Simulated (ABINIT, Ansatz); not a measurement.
An input for ABINIT 10.8.3 (AgCl (Fm-3m)):

```
acell 3*1.0 Angstrom
rprim 
  0.000000000000 2.772662996800 2.772662996800
  2.772662996800 0.000000000000 2.772662996800
  2.772662996800 2.772662996800 0.000000000000
ntypat 2
znucl 47 17
natom 2
typat 1 2
xred 
  0.000000000000 0.000000000000 0.000000000000
  0.500000000000 0.500000000000 0.500000000000
pp_dirpath "pseudos"
pseudos "Ag.upf, Cl.upf"
ecut 37
ngkpt 8 8 8
nshiftk 1
shiftk 0.11 0.21 0.31
kptopt 3
chksymbreak 0
istwfk *1
occopt 1
irdwfk 1
optdriver 99
bs_calctype 1
mbpt_sciss 1.188 eV
bs_loband 8
nband 15
bs_exchange_term 1
bs_coulomb_term 21
bs_coupling 0
bs_algorithm 2
bs_freq_mesh 0 10 0.1 eV
zcut 0.15 eV
ecuteps 3
ecutwfn 18.5
inclvkb 2
mdf_epsinf 5.1
irdden 1
bs_haydock_niter 300
bs_haydock_tol -0.02 0
indata_prefix "in"
outdata_prefix "out"
tmpdata_prefix "tmp"
```

```sh
OMP_NUM_THREADS=1 mpirun -n 8 abinit run.abi > log
```

Q: Estimate wall time and host memory on 8 MPI ranks of Arm Neoverse N1, shared host.

It took 5.4 min; on shared hardware allow 2.7 min to 11 min. Peak host memory was 5.3 GiB.

The kernel grows as the square of the matrix size, and full diagonalisation as its cube.

[Paths, hosts, dates, memory and timing lines, banners, echoed tables and standing remarks are left out of the program output.]

[Logs are printed without paths, hosts, clocks, repeated set-up lines and the standing remarks that a program may print on its own settings, such as how far it seeks lower states.]

[Runs of the session that timed out or met a known fault of the program may be left out.]

[Hosts, paths, dates, database ids (printed as entryN), source tags and the programs' standing remarks are cut or masked in the printed files.]

[G0W0 gaps are taken among the corrected bands and points alone; a level outside them can change the order at an edge.]

[Where Ansatz stands beside ABINIT at settings called matched, ABINIT's density can come from a denser mesh and the files from another edition; pairs whose starting gaps differed by over 0.03 eV were left out, so agreement reads better than it is.]
